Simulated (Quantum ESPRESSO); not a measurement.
**KMgF3 (Pm-3m): modes at Γ and the response to a field**

Aim: the zone-centre modes of KMgF3 (Pm-3m).

Calculated with Quantum ESPRESSO 7.5; DFT PBE, scalar-relativistic, plane waves, GBRV ultrasoft pseudopotentials.

### Step 1. Starting point

It takes space group Pm-3m (No. 221, cubic). The conventional cell has a = 3.986 Å, b = 3.986 Å, c = 3.986 Å, α = 90.00°, β = 90.00°, γ = 90.00°. Nearest to K lie 12 F at 2.82 Å. Nearest to Mg lie 6 F at 1.99 Å. F has 2 Mg at 1.99 Å and 4 K at 2.82 Å nearest. Farther neighbours and most contacts between anions are not listed.

As a file:

```
CELL_PARAMETERS angstrom
3.98590 0.00000 0.00000
0.00000 3.98590 0.00000
0.00000 0.00000 3.98590
ATOMIC_POSITIONS crystal
K 0.50000 0.50000 0.50000
Mg 0.00000 0.00000 0.00000
F 0.50000 0.00000 0.00000
F 0.00000 0.50000 0.00000
F 0.00000 0.00000 0.50000
```

### Step 2. A probe with smearing

Before anything dear is run, a loose run with smearing shows whether this is a metal and how far the cell is from rest.

probe.in reads:

```
 &control
    calculation='scf',
    prefix='x',
    outdir='./tmp',
    pseudo_dir='./pseudo',
    tprnfor=.true.,
    tstress=.true.,
    verbosity='high',
 /
 &system
    ibrav=1,
    celldm(1)=7.53225936,
    nat=5,
    ntyp=3,
    ecutwfc=55.0,
    ecutrho=440.0,
    occupations='smearing',
    smearing='gaussian',
    degauss=0.01,
 /
 &electrons
    conv_thr=1.0d-07,
    mixing_beta=0.7,
    electron_maxstep=100,
 /
ATOMIC_SPECIES
 K      39.0983  K.upf
 Mg     24.3050  Mg.upf
 F      18.9984  F.upf
ATOMIC_POSITIONS crystal
 K      0.500000000   0.500000000   0.500000000
 Mg     0.000000000   0.000000000   0.000000000
 F      0.500000000   0.000000000   0.000000000
 F      0.000000000   0.500000000   0.000000000
 F      0.000000000   0.000000000   0.500000000
K_POINTS automatic
 4 4 4 0 0 0
```

Launch:

```
$ OMP_NUM_THREADS=1 mpirun -n 4 pw.x -nk 4 -in probe.in > probe.out
```

The program printed:

```text
[banners, grids, parts of the stress and lines that vanish by symmetry left out]
Program PWSCF v.7.5
     bravais-lattice index     =            1
     lattice parameter (alat)  =       7.5323  a.u.
[...]
kinetic-energy cutoff     =      55.0000  Ry
     charge density cutoff     =     440.0000  Ry
     scf convergence threshold =      1.0E-07
[...]
Exchange-correlation=  SLA  PW   PBX  PBC
                           (   1   4   3   4   0   0   0)
[...]
48 Sym. Ops., with inversion, found
[...]
(     0          1          0      )
                  (     0          0          1      )
[...]
(  0.0000000  1.0000000  0.0000000 )
                  (  0.0000000  0.0000000  1.0000000 )
[...]
(     0         -1          0      )
                  (     0          0          1      )
[...]
( -1.0000000  0.0000000  0.0000000 )
                  (  0.0000000  1.0000000  0.0000000 )
[...]
number of k points=    10  Gaussian smearing, width (Ry)=  0.0100
[...]
End of self-consistent calculation
[...]
the Fermi energy is     7.2084 ev
!    total energy              =    -328.89452833 Ry
[...]
convergence has been achieved in   6 iterations
[...]
atom    1 type  1   force =     0.00000000    0.00000000    0.00000000
     atom    2 type  2   force =     0.00000000    0.00000000    0.00000000
     atom    3 type  3   force =     0.00000000    0.00000000    0.00000000
     atom    4 type  3   force =     0.00000000    0.00000000    0.00000000
     atom    5 type  3   force =     0.00000000    0.00000000    0.00000000
[...]
Total force =     0.000000     Total SCF correction =     0.000000
[...]
total   stress  (Ry/bohr**3)                   (kbar)     P=       37.86
[...]
XML data file, charge density, pseudopotentials, collected wavefunctions

   JOB DONE.
```

It took 12 s on 4 MPI ranks of Arm Neoverse N1, shared host.

Read from the output:

* volume per atom: 12.67 Å³
* pressure: 3.786 GPa
* gap on the k-mesh: 7.319 eV

A gap of 7.3 eV opens on this mesh, so the crystal is taken as an insulator; the start stands at 3.8 GPa.

### Step 3. Relaxation

The relaxation runs at a cutoff a fifth above that of the response, since stress converges more slowly with the basis than frequencies do. Forces and stress are brought to rest with tight thresholds.

relax.in reads:

```
 &control
    calculation='vc-relax',
    prefix='x',
    outdir='./tmp',
    pseudo_dir='./pseudo',
    tprnfor=.true.,
    tstress=.true.,
    forc_conv_thr=2.0d-05,
    etot_conv_thr=1.0d-07,
    nstep=40,
 /
 &system
    ibrav=1,
    celldm(1)=7.53225936,
    nat=5,
    ntyp=3,
    ecutwfc=66,
    ecutrho=528.0,
    occupations='fixed',
    nbnd=22,
 /
 &electrons
    conv_thr=1.0d-11,
    mixing_beta=0.7,
    electron_maxstep=100,
 /
 &ions
 /
 &cell
    press_conv_thr=0.2,
 /
ATOMIC_SPECIES
 K      39.0983  K.upf
 Mg     24.3050  Mg.upf
 F      18.9984  F.upf
ATOMIC_POSITIONS crystal
 K      0.500000000   0.500000000   0.500000000
 Mg     0.000000000   0.000000000   0.000000000
 F      0.500000000   0.000000000   0.000000000
 F      0.000000000   0.500000000   0.000000000
 F      0.000000000   0.000000000   0.500000000
K_POINTS automatic
 6 6 6 0 0 0
```

Launch:

```
$ OMP_NUM_THREADS=1 mpirun -n 4 pw.x -nk 4 -in relax.in > relax.out
```

The program printed:

```text
[banners, grids, parts of the stress and lines that vanish by symmetry left out]
[banner, memory and clock lines left out]
Program PWSCF v.7.5

[...]
kinetic-energy cutoff     =      66.0000  Ry
     charge density cutoff     =     528.0000  Ry
     scf convergence threshold =      1.0E-11
[...]
energy convergence thresh.=      1.0E-07
     force convergence thresh. =      2.0E-05
     press convergence thresh. =      2.0E-01
     Exchange-correlation=  SLA  PW   PBX  PBC
                           (   1   4   3   4   0   0   0)
[...]
48 Sym. Ops., with inversion, found
[...]
number of k points=    20
[...]
End of self-consistent calculation
[...]
highest occupied, lowest unoccupied level (ev):     2.7769   10.0961
!    total energy              =    -328.89507858 Ry
[...]
convergence has been achieved in  10 iterations
[...]
atom    1 type  1   force =     0.00000000    0.00000000    0.00000000
     atom    2 type  2   force =     0.00000000    0.00000000    0.00000000
     atom    3 type  3   force =     0.00000000    0.00000000    0.00000000
     atom    4 type  3   force =     0.00000000    0.00000000    0.00000000
     atom    5 type  3   force =     0.00000000    0.00000000    0.00000000
     Total force =     0.000000     Total SCF correction =     0.000000
[...]
total   stress  (Ry/bohr**3)                   (kbar)     P=       36.84
[...]
number of bfgs steps    =   0
[...]
CELL_PARAMETERS (alat=  7.53225936)
[...]
ATOMIC_POSITIONS (crystal)
K                0.5000000000        0.5000000000        0.5000000000
Mg               0.0000000000        0.0000000000        0.0000000000
F                0.5000000000        0.0000000000        0.0000000000
F                0.0000000000        0.5000000000        0.0000000000
[...]
New effective cutoffs (rho, wfc):  520.90   65.17
[...]
End of self-consistent calculation
[...]
highest occupied, lowest unoccupied level (ev):     2.6024    9.7814
!    total energy              =    -328.89668915 Ry
[...]
convergence has been achieved in   8 iterations
[...]
atom    1 type  1   force =     0.00000000    0.00000000    0.00000000
     atom    2 type  2   force =     0.00000000    0.00000000    0.00000000
     atom    3 type  3   force =     0.00000000    0.00000000    0.00000000
     atom    4 type  3   force =     0.00000000    0.00000000    0.00000000
     atom    5 type  3   force =     0.00000000    0.00000000    0.00000000
     Total force =     0.000000     Total SCF correction =     0.000000
[...]
total   stress  (Ry/bohr**3)                   (kbar)     P=       22.06
[...]
number of bfgs steps    =   1
[...]
CELL_PARAMETERS (alat=  7.53225936)
[...]
ATOMIC_POSITIONS (crystal)
[...]
New effective cutoffs (rho, wfc):  513.84   64.29
[...]
End of self-consistent calculation
[...]
highest occupied, lowest unoccupied level (ev):     2.4160    9.4454
!    total energy              =    -328.89757662 Ry
[...]
convergence has been achieved in   9 iterations
[...]
atom    1 type  1   force =     0.00000000    0.00000000    0.00000000
     atom    2 type  2   force =     0.00000000    0.00000000    0.00000000
     atom    3 type  3   force =     0.00000000    0.00000000    0.00000000
     atom    4 type  3   force =     0.00000000    0.00000000    0.00000000
[...]
Total force =     0.000000     Total SCF correction =     0.000000
[...]
total   stress  (Ry/bohr**3)                   (kbar)     P=        7.22
[...]
number of bfgs steps    =   2
[...]
CELL_PARAMETERS (alat=  7.53225936)
[...]
ATOMIC_POSITIONS (crystal)
[...]
New effective cutoffs (rho, wfc):  510.40   63.86
[...]
End of self-consistent calculation
[...]
highest occupied, lowest unoccupied level (ev):     2.3256    9.2824
!    total energy              =    -328.89769187 Ry
[...]
convergence has been achieved in   9 iterations
[...]
Total force =     0.000000     Total SCF correction =     0.000000
[...]
total   stress  (Ry/bohr**3)                   (kbar)     P=        0.36
[...]
number of bfgs steps    =   3
[...]
CELL_PARAMETERS (alat=  7.53225936)
[...]
ATOMIC_POSITIONS (crystal)
[...]
New effective cutoffs (rho, wfc):  510.21   63.83
[...]
End of self-consistent calculation
[...]
highest occupied, lowest unoccupied level (ev):     2.3209    9.2738
!    total energy              =    -328.89769218 Ry
[...]
convergence has been achieved in   6 iterations
[...]
Total force =     0.000000     Total SCF correction =     0.000000
[...]
total   stress  (Ry/bohr**3)                   (kbar)     P=        0.01
[...]
number of bfgs steps    =   4
[...]
small trust_radius: resetting bfgs history
[...]
CELL_PARAMETERS (alat=  7.53225936)
[...]
ATOMIC_POSITIONS (crystal)
[...]
New effective cutoffs (rho, wfc):  510.21   63.83
[...]
End of self-consistent calculation
[...]
highest occupied, lowest unoccupied level (ev):     2.3208    9.2737
!    total energy              =    -328.89769218 Ry
[...]
convergence has been achieved in   3 iterations
[...]
atom    3 type  3   force =     0.00000000    0.00000000    0.00000000
     atom    4 type  3   force =     0.00000000    0.00000000    0.00000000
     atom    5 type  3   force =     0.00000000    0.00000000    0.00000000
     Total force =     0.000000     Total SCF correction =     0.000000
[...]
total   stress  (Ry/bohr**3)                   (kbar)     P=        0.00
[...]
bfgs converged in   6 scf cycles and   5 bfgs steps
[...]
End of BFGS Geometry Optimization
     Final enthalpy           =    -328.8976921771 Ry
     File ./tmp/x.bfgs deleted, as requested
[...]
CELL_PARAMETERS (alat=  7.53225936)
[...]
ATOMIC_POSITIONS (crystal)
[...]
F                0.0000000000        0.5000000000        0.0000000000
F                0.0000000000        0.0000000000        0.5000000000
[...]
Final scf calculation at the relaxed structure.
[...]
kinetic-energy cutoff     =      66.0000  Ry
     charge density cutoff     =     528.0000  Ry
     scf convergence threshold =      1.0E-13
[...]
press convergence thresh. =      2.0E-01
     Exchange-correlation=  SLA  PW   PBX  PBC
                           (   1   4   3   4   0   0   0)
[...]
48 Sym. Ops., with inversion, found
[...]
number of k points=    20
[...]
End of self-consistent calculation
[...]
highest occupied, lowest unoccupied level (ev):     2.3208    9.2738
!    total energy              =    -328.89781977 Ry
[...]
convergence has been achieved in  12 iterations
[...]
atom    1 type  1   force =     0.00000000    0.00000000    0.00000000
     atom    2 type  2   force =     0.00000000    0.00000000    0.00000000
     atom    3 type  3   force =     0.00000000    0.00000000    0.00000000
     atom    4 type  3   force =     0.00000000    0.00000000    0.00000000
     atom    5 type  3   force =     0.00000000    0.00000000    0.00000000
     Total force =     0.000000     Total SCF correction =     0.000000
[...]
total   stress  (Ry/bohr**3)                   (kbar)     P=       -0.05
[...]
XML data file, charge density, pseudopotentials, collected wavefunctions
```

Elapsed: 2.2 min, on 4 MPI ranks.

Step by step:

```tsv
step	energy less that of the first step (eV)	largest force (eV/Å)	pressure (GPa)	volume (Å³)
1	0.0000	0.0000	3.68	63.33
2	-0.0219	0.0000	2.21	64.52
3	-0.0340	0.0000	0.72	65.86
4	-0.0356	0.0000	0.04	66.53
5	-0.0356	0.0000	0.00	66.56
6	-0.0356	0.0000	0.00	66.56
7	-0.0373	0.0000	-0.01	66.56
```

```tsv
conventional cell, symmetrised	before	after	change
a (Å)	3.986	4.053	+1.7 %
b (Å)	3.986	4.053	+1.7 %
c (Å)	3.986	4.053	+1.7 %
volume (Å³/atom)	12.67	13.31	+5.1 %
```

The relaxed structure:

```
K Mg F
1.0
     4.05266    0.00000    0.00000
     0.00000    4.05266    0.00000
     0.00000    0.00000    4.05266
K Mg F
1 1 3
Direct
  0.50000 0.50000 0.50000
  0.00000 0.00000 0.00000
  0.50000 0.00000 0.00000
  0.00000 0.50000 0.00000
  0.00000 0.00000 0.50000
```

The last row of the table of steps is pw.x's closing run on a basis chosen anew for the final cell, so its energy can jump.

This step gave:

- volume per atom: 13.31 Å³
- pressure: -0.005 GPa
- gap on the k-mesh: 6.953 eV

The volume changes by +5.1 % from the cell with which this run began.

### Step 4. Ground state

Perturbation theory inherits every error of the wavefunctions, so the threshold is set near the limit of the arithmetic. With a gap, occupations are fixed, which also allows the response to an electric field.

scf.in reads:

```
 &control
    calculation='scf',
    prefix='x',
    outdir='./tmp',
    pseudo_dir='./pseudo',
    tprnfor=.true.,
    tstress=.true.,
 /
 &system
    ibrav=1,
    celldm(1)=7.65842269,
    nat=5,
    ntyp=3,
    ecutwfc=55.0,
    ecutrho=440.0,
    occupations='fixed',
    nbnd=22,
 /
 &electrons
    conv_thr=1.0d-12,
    mixing_beta=0.7,
    electron_maxstep=100,
 /
ATOMIC_SPECIES
 K      39.0983  K.upf
 Mg     24.3050  Mg.upf
 F      18.9984  F.upf
ATOMIC_POSITIONS crystal
 K      0.500000000   0.500000000   0.500000000
 Mg     0.000000000   0.000000000   0.000000000
 F      0.500000000   0.000000000   0.000000000
 F      0.000000000   0.500000000   0.000000000
 F      0.000000000   0.000000000   0.500000000
K_POINTS automatic
 8 8 8 0 0 0
```

Launch:

```
$ OMP_NUM_THREADS=1 mpirun -n 4 pw.x -nk 4 -in scf.in > scf.out
```

The program printed:

```text
[banners, grids, parts of the stress and lines that vanish by symmetry left out]
[banner, memory and clock lines left out]
Program PWSCF v.7.5

[...]
kinetic-energy cutoff     =      55.0000  Ry
     charge density cutoff     =     440.0000  Ry
     scf convergence threshold =      1.0E-12
[...]
Exchange-correlation=  SLA  PW   PBX  PBC
                           (   1   4   3   4   0   0   0)
[...]
48 Sym. Ops., with inversion, found
[...]
number of k points=    35
[...]
End of self-consistent calculation
[...]
highest occupied, lowest unoccupied level (ev):     2.3209    9.2738
!    total energy              =    -328.89727722 Ry
[...]
convergence has been achieved in  12 iterations
[...]
atom    1 type  1   force =     0.00000000    0.00000000    0.00000000
     atom    2 type  2   force =     0.00000000    0.00000000    0.00000000
     atom    3 type  3   force =     0.00000000    0.00000000    0.00000000
     atom    4 type  3   force =     0.00000000    0.00000000    0.00000000
     atom    5 type  3   force =     0.00000000    0.00000000    0.00000000
     Total force =     0.000000     Total SCF correction =     0.000000
[...]
total   stress  (Ry/bohr**3)                   (kbar)     P=        0.46
[...]
XML data file, charge density, pseudopotentials, collected wavefunctions
```

Run time: 35 s. Hardware: 4 MPI ranks.

This step gave:

```yaml
pressure: 0.04600 GPa
```

The cell stands at 0.046 GPa, close enough for phonons.

[end of part 1 of 5]

[Host names and launcher messages were left out of these logs when they were recorded.]

[Logs are printed without paths, hosts, clocks, repeated set-up lines and the standing remarks that a program may print on its own settings, such as how far it seeks lower states.]

[Hosts, paths, dates, database ids (printed as entryN), source tags and the programs' standing remarks are cut or masked in the printed files.]
